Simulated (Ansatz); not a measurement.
# Stretching the linear Na chain, part 2 of 2

Wanted: energy, moment and open channels of the linear Na chain from 12 % compression to 30 % stretch.

Ansatz 0.2.0; DFT PBE, plane waves, PAW; relaxation of a chain's period (the session's first sound run).

So far, conductance of the lead as this run defines it (G₀): step 3 (At a set period, period over the relaxed period 0.88 …) 1.000.

### 4. The chain at a fixed length, period over the relaxed period 0.92, k-mesh 1×1×27

Level of this step: DFT PBE, plane waves, PAW; channels and complex bands of a perfect chain (Ansatz).

The period is set to 0.92 times the relaxed one: shorter bonds widen the bands.

The cell differs from the one that the last finished run ended in (c 2.918 → 3.051 Å).

Input file input.yaml:

```yaml
crystal:
  lattice:
    - [12.0, 0.0, 0.0]
    - [0.0, 12.0, 0.0]
    - [0.0, 0.0, 3.0505527955]
  atoms:
    - { symbol: Na, position: [0.5, 0.5, 0.0], spin: 0.5 }
magnetization:
  spin_polarized: true
kpoints:
  mp_grid: { grid: [1, 1, 27] }
scf:
  occupations: { method: fermi_dirac, width: 0.05 }
hamiltonian:
  xc: pbe
output:
  transmission:
    e_range: [-2, 2]
    de: 0.035
    kmesh: [1, 1]
    reduced_basis: true
    leads: [[0, 0]]
  stress: true
```

The run is started by

```sh
ansatz run input.yaml --threads 4 --pin off --max-ram 16384MiB --backend cpu --events-out ev --progress --plain --runs-dir out
```

Numbers of over 12 decimals in the logs are rounded to 6 here.

Log:

```text
[...]
Crystal: 1 atoms, lattice volume = 439.280 Å³
Basis set: ecut = 420 eV, 8579 PW (Γ)
Bands: 9, of which v1, the nominal top of the filled ones, is band 5 counted from 1 (4 counted from 0)
Symmetry: 16 space group operations
[...]
k-points: 14 of 27
[...]
Starting moments: Σ|m| = 0.5 μB on 1 of 1 site
[...]
--- Transmission ---
  basis      : 1265 plane waves across, 4 finite elements along
  points     : 1, standing for a mesh of 1 x 1
[...]
crystal 0  : Na1, at the sites [0, 0], period 3.0506 Å: whole cells are its period
[...]
filled         : 23.0 meV over the level at which it is neutral
    channels       : 1.000000e0 up, 1.000000e0 down
[...]
[key lines of the parts left out:]
SCF converged after 12 iterations
Magnetization: -0.0000 μB (4.5000 up, 4.5000 down)
Free energy (F): -1485.794665 eV
Fermi energy:    -2.522869 eV
P = ⅓ Tr σ = 0.0776 GPa (0.776 kbar)
```

Elapsed: 51 s, on 4 threads of Intel Xeon Platinum 8488C (Sapphire Rapids), shared host; peak memory 0.98 GiB; 2.8 min of CPU time.

At the computed energy nearest the Fermi level there are 1 spin-up and 1 spin-down channels, and the thermal average gives 1.000 G₀.

### 5. At a set period, period over the relaxed period 0.96, k-mesh 1×1×26

The period is set to 0.96 times the relaxed one: shorter bonds widen the bands.

The cell differs from the one that the last finished run ended in (c 3.051 → 3.183 Å).

Edit input.yaml of step 4 so:

```diff
@@ -4,3 +4,3 @@
     - [0.0, 12.0, 0.0]
-    - [0.0, 0.0, 3.0505527955]
+    - [0.0, 0.0, 3.1831855257]
   atoms:
@@ -10,3 +10,3 @@
 kpoints:
-  mp_grid: { grid: [1, 1, 27] }
+  mp_grid: { grid: [1, 1, 26] }
 scf:
```

Log:

```text
[...]
Crystal: 1 atoms, lattice volume = 458.379 Å³
Basis set: ecut = 420 eV, 8987 PW (Γ)
Bands: 9, of which v1, the nominal top of the filled ones, is band 5 counted from 1 (4 counted from 0)
Symmetry: 16 space group operations
[...]
k-points: 14 of 26
[...]
Starting moments: Σ|m| = 0.5 μB on 1 of 1 site
[...]
--- Transmission ---
  basis      : 1265 plane waves across, 4 finite elements along
  points     : 1, standing for a mesh of 1 x 1
[...]
crystal 0  : Na1, at the sites [0, 0], period 3.1832 Å: whole cells are its period
[...]
filled         : 4.8 meV over the level at which it is neutral
    channels       : 1.000000e0 up, 1.000000e0 down
[...]
[key lines of the parts left out:]
SCF converged after 12 iterations
Magnetization: 0.0000 μB (4.5000 up, 4.5000 down)
Free energy (F): -1485.815898 eV
Fermi energy:    -2.569680 eV
P = ⅓ Tr σ = 0.0344 GPa (0.344 kbar)
```

It took 53 s on 4 threads; peak memory 0.99 GiB; 3 min of CPU time.

At the computed energy nearest the Fermi level there are 1 spin-up and 1 spin-down channels, and the thermal average gives 1.000 G₀.

### 6. The chain at a fixed length, period over the relaxed period 1, k-mesh 1×1×25

The period is set to 1.0 times the relaxed one, as the point of reference.

Edit input.yaml of step 5 so:

```diff
@@ -4,3 +4,3 @@
     - [0.0, 12.0, 0.0]
-    - [0.0, 0.0, 3.1831855257]
+    - [0.0, 0.0, 3.3158182559]
   atoms:
@@ -10,3 +10,3 @@
 kpoints:
-  mp_grid: { grid: [1, 1, 26] }
+  mp_grid: { grid: [1, 1, 25] }
 scf:
```

Log:

```text
[...]
Crystal: 1 atoms, lattice volume = 477.478 Å³
Basis set: ecut = 420 eV, 9339 PW (Γ)
Bands: 9, of which v1, the nominal top of the filled ones, is band 5 counted from 1 (4 counted from 0)
Symmetry: 16 space group operations
[...]
k-points: 13 of 25
[...]
Starting moments: Σ|m| = 0.5 μB on 1 of 1 site
[...]
--- Transmission ---
  basis      : 1265 plane waves across, 5 finite elements along
  points     : 1, standing for a mesh of 1 x 1
[...]
crystal 0  : Na1, at the sites [0, 0], period 3.3158 Å: whole cells are its period
[...]
filled         : 14.8 meV under the level at which it is neutral
    channels       : 1.000000e0 up, 1.000000e0 down
[...]
[key lines of the parts left out:]
SCF converged after 13 iterations
Magnetization: -0.0000 μB (4.5000 up, 4.5000 down)
Free energy (F): -1485.822448 eV
Fermi energy:    -2.610345 eV
P = ⅓ Tr σ = 0.0014 GPa (0.014 kbar)
```

The job ended after 59 s (4 threads; peak memory 1 GiB; 3.1 min of CPU time).

At the computed energy nearest the Fermi level there are 1 spin-up and 1 spin-down channels, and the thermal average gives 1.000 G₀.

### 7. At a set period, period over the relaxed period 1.04, k-mesh 1×1×24

The period is set to 1.04 times the relaxed one: longer bonds narrow the bands.

The cell differs from the one that the last finished run ended in (c 3.316 → 3.448 Å).

Edit input.yaml of step 6 so:

```diff
@@ -4,3 +4,3 @@
     - [0.0, 12.0, 0.0]
-    - [0.0, 0.0, 3.3158182559]
+    - [0.0, 0.0, 3.4484509862]
   atoms:
@@ -10,3 +10,3 @@
 kpoints:
-  mp_grid: { grid: [1, 1, 25] }
+  mp_grid: { grid: [1, 1, 24] }
 scf:
```

Log:

```text
[...]
Crystal: 1 atoms, lattice volume = 496.577 Å³
Basis set: ecut = 420 eV, 9739 PW (Γ)
Bands: 9, of which v1, the nominal top of the filled ones, is band 5 counted from 1 (4 counted from 0)
Symmetry: 16 space group operations
[...]
k-points: 13 of 24
[...]
Starting moments: Σ|m| = 0.5 μB on 1 of 1 site
[...]
--- Transmission ---
  basis      : 1265 plane waves across, 5 finite elements along
  points     : 1, standing for a mesh of 1 x 1
[...]
crystal 0  : Na1, at the sites [0, 0], period 3.4485 Å: whole cells are its period
[...]
filled         : 0.2 meV over the level at which it is neutral
    channels       : 1.000000e0 up, 1.000000e0 down
[...]
[key lines of the parts left out:]
SCF converged after 14 iterations
Magnetization: -0.0000 μB (4.5000 up, 4.5000 down)
Free energy (F): -1485.818471 eV
Fermi energy:    -2.610312 eV
P = ⅓ Tr σ = -0.0244 GPa (-0.244 kbar)
```

It took 60 s on 4 threads; peak memory 1 GiB; 3.1 min of CPU time.

At the computed energy nearest the Fermi level there are 1 spin-up and 1 spin-down channels, and the thermal average gives 1.000 G₀. The change of length costs 0.005 eV a cell and leaves no moment.

### 8. At a set period, period over the relaxed period 1.08, k-mesh 1×1×23

The period is set to 1.08 times the relaxed one: longer bonds narrow the bands.

The cell differs from the one that the last finished run ended in (c 3.448 → 3.581 Å).

Edit input.yaml of step 7 so:

```diff
@@ -4,3 +4,3 @@
     - [0.0, 12.0, 0.0]
-    - [0.0, 0.0, 3.4484509862]
+    - [0.0, 0.0, 3.5810837164]
   atoms:
@@ -10,3 +10,3 @@
 kpoints:
-  mp_grid: { grid: [1, 1, 24] }
+  mp_grid: { grid: [1, 1, 23] }
 scf:
```

Log:

```text
[...]
Crystal: 1 atoms, lattice volume = 515.676 Å³
Basis set: ecut = 420 eV, 9995 PW (Γ)
Bands: 9, of which v1, the nominal top of the filled ones, is band 5 counted from 1 (4 counted from 0)
Symmetry: 16 space group operations
[...]
k-points: 12 of 23
[...]
Starting moments: Σ|m| = 0.5 μB on 1 of 1 site
[...]
--- Transmission ---
  basis      : 1265 plane waves across, 5 finite elements along
  points     : 1, standing for a mesh of 1 x 1
[...]
crystal 0  : Na1, at the sites [0, 0], period 3.5811 Å: whole cells are its period
[...]
filled         : 14.8 meV over the level at which it is neutral
    channels       : 1.000000e0 up, 1.000000e0 down
[...]
[key lines of the parts left out:]
SCF converged after 12 iterations
Magnetization: -0.0000 μB (4.5000 up, 4.5000 down)
Free energy (F): -1485.806975 eV
Fermi energy:    -2.605937 eV
P = ⅓ Tr σ = -0.0447 GPa (-0.447 kbar)
```

Run time: 56 s. Hardware: 4 threads; peak memory 1 GiB.

At the computed energy nearest the Fermi level there are 1 spin-up and 1 spin-down channels, and the thermal average gives 1.000 G₀. The change of length costs 0.016 eV a cell and leaves no moment.

### 9. At a set period, period over the relaxed period 1.13, k-mesh 1×1×22

The period is set to 1.13 times the relaxed one: longer bonds narrow the bands.

The cell differs from the one that the last finished run ended in (c 3.581 → 3.747 Å).

Edit input.yaml of step 8 so:

```diff
@@ -4,3 +4,3 @@
     - [0.0, 12.0, 0.0]
-    - [0.0, 0.0, 3.5810837164]
+    - [0.0, 0.0, 3.7468746292]
   atoms:
@@ -10,3 +10,3 @@
 kpoints:
-  mp_grid: { grid: [1, 1, 23] }
+  mp_grid: { grid: [1, 1, 22] }
 scf:
```

Log:

```text
[...]
Crystal: 1 atoms, lattice volume = 539.550 Å³
Basis set: ecut = 420 eV, 10533 PW (Γ)
Bands: 9, of which v1, the nominal top of the filled ones, is band 5 counted from 1 (4 counted from 0)
Symmetry: 16 space group operations
[...]
k-points: 12 of 22
[...]
Starting moments: Σ|m| = 0.5 μB on 1 of 1 site
[...]
--- Transmission ---
  basis      : 1265 plane waves across, 5 finite elements along
  points     : 1, standing for a mesh of 1 x 1
[...]
crystal 0  : Na1, at the sites [0, 0], period 3.7469 Å: whole cells are its period
[...]
filled         : 5.1 meV over the level at which it is neutral
    channels       : 1.000000e0 up, 1.000000e0 down
[...]
[key lines of the parts left out:]
SCF converged after 13 iterations
Magnetization: -0.0000 μB (4.5000 up, 4.5000 down)
Free energy (F): -1485.784168 eV
Fermi energy:    -2.623182 eV
P = ⅓ Tr σ = -0.0634 GPa (-0.634 kbar)
```

Run time: 55 s. Hardware: 4 threads; peak memory 1 GiB; 2.9 min of CPU time.

Open channels of the lead against energy, zero at the Fermi level:

| energy (eV) | spin up | spin down |
| --- | --- | --- |
| -0.810 | 0 | 0 |
| -0.600 | 1 | 1 |
| -0.390 | 1 | 1 |
| -0.215 | 1 | 1 |
| -0.005 | 1 | 1 |
| 0.205 | 1 | 1 |
| 0.415 | 1 | 1 |
| 0.590 | 1 | 1 |
| 0.800 | 1 | 1 |
| 1.010 | 1 | 1 |
| 1.185 | 1 | 1 |
| 1.395 | 1 | 1 |
| 1.605 | 1 | 1 |
| 1.815 | 2 | 2 |

At the computed energy nearest the Fermi level there are 1 spin-up and 1 spin-down channels, and the thermal average gives 1.000 G₀. The change of length costs 0.038 eV a cell and leaves no moment.

### 10. At a set period, period over the relaxed period 1.2, k-mesh 1×1×21

The period is set to 1.2 times the relaxed one: longer bonds narrow the bands.

The cell differs from the one that the last finished run ended in (c 3.747 → 3.979 Å).

Edit input.yaml of step 9 so:

```diff
@@ -4,3 +4,3 @@
     - [0.0, 12.0, 0.0]
-    - [0.0, 0.0, 3.7468746292]
+    - [0.0, 0.0, 3.9789819071]
   atoms:
@@ -10,3 +10,3 @@
 kpoints:
-  mp_grid: { grid: [1, 1, 22] }
+  mp_grid: { grid: [1, 1, 21] }
 scf:
```

Log:

```text
[...]
Crystal: 1 atoms, lattice volume = 572.973 Å³
Basis set: ecut = 420 eV, 11221 PW (Γ)
Bands: 9, of which v1, the nominal top of the filled ones, is band 5 counted from 1 (4 counted from 0)
Symmetry: 16 space group operations
[...]
k-points: 11 of 21
[...]
Starting moments: Σ|m| = 0.5 μB on 1 of 1 site
[...]
--- Transmission ---
  basis      : 1265 plane waves across, 5 finite elements along
  points     : 1, standing for a mesh of 1 x 1
[...]
crystal 0  : Na1, at the sites [0, 0], period 3.9790 Å: whole cells are its period
[...]
filled         : 5.9 meV under the level at which it is neutral
    channels       : 1.000000e0 up, 1.000000e0 down
[...]
[key lines of the parts left out:]
SCF converged after 12 iterations
Magnetization: 0.0000 μB (4.5000 up, 4.5000 down)
Free energy (F): -1485.740399 eV
Fermi energy:    -2.637760 eV
P = ⅓ Tr σ = -0.0793 GPa (-0.793 kbar)
```

Run time: 54 s. Hardware: 4 threads; peak memory 1 GiB; 2.9 min of CPU time.

At the computed energy nearest the Fermi level there are 1 spin-up and 1 spin-down channels, and the thermal average gives 1.000 G₀. The change of length costs 0.083 eV a cell and leaves no moment.

### 11. The chain at a fixed length, period over the relaxed period 1.3, k-mesh 1×1×19

The period is set to 1.3 times the relaxed one: longer bonds narrow the bands.

The cell differs from the one that the last finished run ended in (c 3.979 → 4.311 Å).

Edit input.yaml of step 10 so:

```diff
@@ -4,3 +4,3 @@
     - [0.0, 12.0, 0.0]
-    - [0.0, 0.0, 3.9789819071]
+    - [0.0, 0.0, 4.3105637327]
   atoms:
@@ -10,3 +10,3 @@
 kpoints:
-  mp_grid: { grid: [1, 1, 21] }
+  mp_grid: { grid: [1, 1, 19] }
 scf:
```

Log:

```text
[...]
Crystal: 1 atoms, lattice volume = 620.721 Å³
Basis set: ecut = 420 eV, 12167 PW (Γ)
Bands: 9, of which v1, the nominal top of the filled ones, is band 5 counted from 1 (4 counted from 0)
Symmetry: 16 space group operations
[...]
k-points: 10 of 19
[...]
Starting moments: Σ|m| = 0.5 μB on 1 of 1 site
[...]
--- Transmission ---
  basis      : 1265 plane waves across, 6 finite elements along
  points     : 1, standing for a mesh of 1 x 1
[...]
crystal 0  : Na1, at the sites [0, 0], period 4.3106 Å: whole cells are its period
[...]
filled         : 9.2 meV over the level at which it is neutral
    channels       : 1.000000e0 up, 1.000000e0 down
[...]
[key lines of the parts left out:]
SCF converged after 13 iterations
Magnetization: 0.0000 μB (4.5000 up, 4.5000 down)
Free energy (F): -1485.666278 eV
Fermi energy:    -2.619545 eV
P = ⅓ Tr σ = -0.0891 GPa (-0.891 kbar)
```

It took 59 s on 4 threads; peak memory 1 GiB; 3.3 min of CPU time.

Open channels of the lead against energy, zero at the Fermi level:

| energy (eV) | spin up | spin down |
| --- | --- | --- |
| -0.600 | 0 | 0 |
| -0.495 | 1 | 1 |
| -0.390 | 1 | 1 |
| -0.285 | 1 | 1 |
| -0.215 | 1 | 1 |
| -0.110 | 1 | 1 |
| -0.005 | 1 | 1 |
| 0.100 | 1 | 1 |
| 0.205 | 1 | 1 |
| 0.310 | 1 | 1 |
| 0.415 | 1 | 1 |
| 0.485 | 1 | 1 |
| 0.590 | 1 | 1 |
| 0.695 | 1 | 1 |
| 0.800 | 1 | 1 |
| 0.905 | 1 | 1 |
| 1.010 | 1 | 1 |
| 1.115 | 1 | 1 |
| 1.185 | 1 | 1 |
| 1.290 | 1 | 1 |
| 1.395 | 1 | 1 |
| 1.500 | 0 | 0 |
| 1.605 | 1 | 1 |
| 1.710 | 1 | 1 |
| 1.815 | 3 | 3 |
| 1.885 | 3 | 3 |

At the computed energy nearest the Fermi level there are 1 spin-up and 1 spin-down channels, and the thermal average gives 1.000 G₀. The change of length costs 0.158 eV a cell and leaves no moment.

### 12. The series together

Times are for 4 threads of Intel Xeon Platinum 8488C (Sapphire Rapids), shared host. Results by setting:

| no. | period over the relaxed period | conductance of the lead as this run defines it (G₀) | energy at zero smearing less the lowest (eV) | time | memory (GiB) |
| --- | --- | --- | --- | --- | --- |
| 1 | 0.88 | 1.0000 | 0.06597 | 45 s | 0.97 |
| 2 | 0.92 | 1.0000 | 0.02753 | 51 s | 0.98 |
| 3 | 0.96 | 1.0000 | 0.005615 | 53 s | 0.99 |
| 4 | 1 | 1.0000 | 0 | 59 s | 1.0 |
| 5 | 1.04 | 1.0000 | 0.004575 | 60 s | 1.0 |
| 6 | 1.08 | 1.0000 | 0.01590 | 56 s | 1.0 |
| 7 | 1.13 | 1.0000 | 0.03828 | 55 s | 1.0 |
| 8 | 1.2 | 1.0000 | 0.08296 | 54 s | 1.0 |
| 9 | 1.3 | 1.0000 | 0.1578 | 59 s | 1.0 |

### 13. A repeat with changed settings

This step: DFT PBE, plane waves, PAW; channels and complex bands of a perfect chain; changed: hamiltonian.xc = "PBE-sol", scf.max_iter = 50 (Ansatz 0.2.0).

The input of the run at the relaxed period is made doubtful on purpose.

input.yaml, the sections that differ from step 11:

```yaml
crystal:
  lattice:
    - [12.0, 0.0, 0.0]
    - [0.0, 12.0, 0.0]
    - [0.0, 0.0, 3.3158182559]
  atoms:
    - { symbol: Na, position: [0.5, 0.5, 0.0], spin: 0.5 }
kpoints:
  mp_grid: { grid: [1, 1, 25] }
scf:
  occupations: { method: fermi_dirac, width: 0.05 }
  max_iter: 50
hamiltonian:
  xc: PBE-sol
# magnetization, output: as in step 11
```

Log:

```text
Error: YAML parse error: error: line 16 column 7: hamiltonian.xc: unknown variant `PBE-sol`, expected one of `lda`, `lda-pw`, `pw92`, `pbe`, `pbesol`, `rpbe`, `revpbe`, `blyp`, `pbe0`, `revpbe0`, `b3lyp`, `b3lyp5`, `hse06`, `wpbeh`, `hiss`, `lc_wpbe`, `cam_b3lyp`, `hf`, `r2scan`, `r2scanh`, `r2scan0`, `r2scan50`, `mr2scan`
  --> <input>:16:7
   |
14 |   max_iter: 50
15 | hamiltonian:
16 |   xc: PBE-sol
   |       ^ hamiltonian.xc: unknown variant `PBE-sol`, expected one of `lda`, `lda-pw`, `pw92`, `pbe`, `pbesol`, `rpbe`, `revpbe`, `blyp`, `pbe0`, `revpbe0`, `b3lyp`, `b3lyp5`, `hse06`, `wpbeh`, `hiss`, `lc_wpbe`, `cam_b3lyp`, `hf`, `r2scan`, `r2scanh`, `r2scan0`, `r2scan50`, `mr2scan`
17 | output:
18 |   transmission:
   |
```

Elapsed: 0.02 s, on 4 threads; peak memory 0.03 GiB.

The input was rejected at the start.

The program's message: “Error: YAML parse error: error: line 16 column 7: hamiltonian.xc: unknown variant `PBE-sol`, expected one of `lda`, `lda-pw`, `pw92`, `pbe`, `pbesol`, `rpbe`, `revpbe`, `blyp`, `pbe0`, `revpbe0`, `b3l …”

The change that led to it: hamiltonian.xc = "PBE-sol".

### 14. Outcome

```
relaxed cell length              : 3.316 Å
conductance at period × 0.88     : 1.000 G₀
conductance at period × 1.0      : 1.000 G₀
conductance at period × 1.13     : 1.000 G₀
conductance at period × 1.3      : 1.000 G₀
absolute moment at period × 0.88 : 0 μB
absolute moment at period × 1.0  : 0 μB
absolute moment at period × 1.3  : 0 μB
```

In words: No moment survives at any length. Transport is coherent and elastic here: the atoms are frozen, so scattering by vibrations plays no part. The lead's cell of one atom keeps the chain straight and evenly spaced; a zigzag or dimerised form may lie lower.

[Logs are printed without paths, hosts, clocks, repeated set-up lines and the standing remarks that a program may print on its own settings, such as how far it seeks lower states.]

[Hosts, paths, dates, database ids (printed as entryN), source tags and the programs' standing remarks are cut or masked in the printed files.]
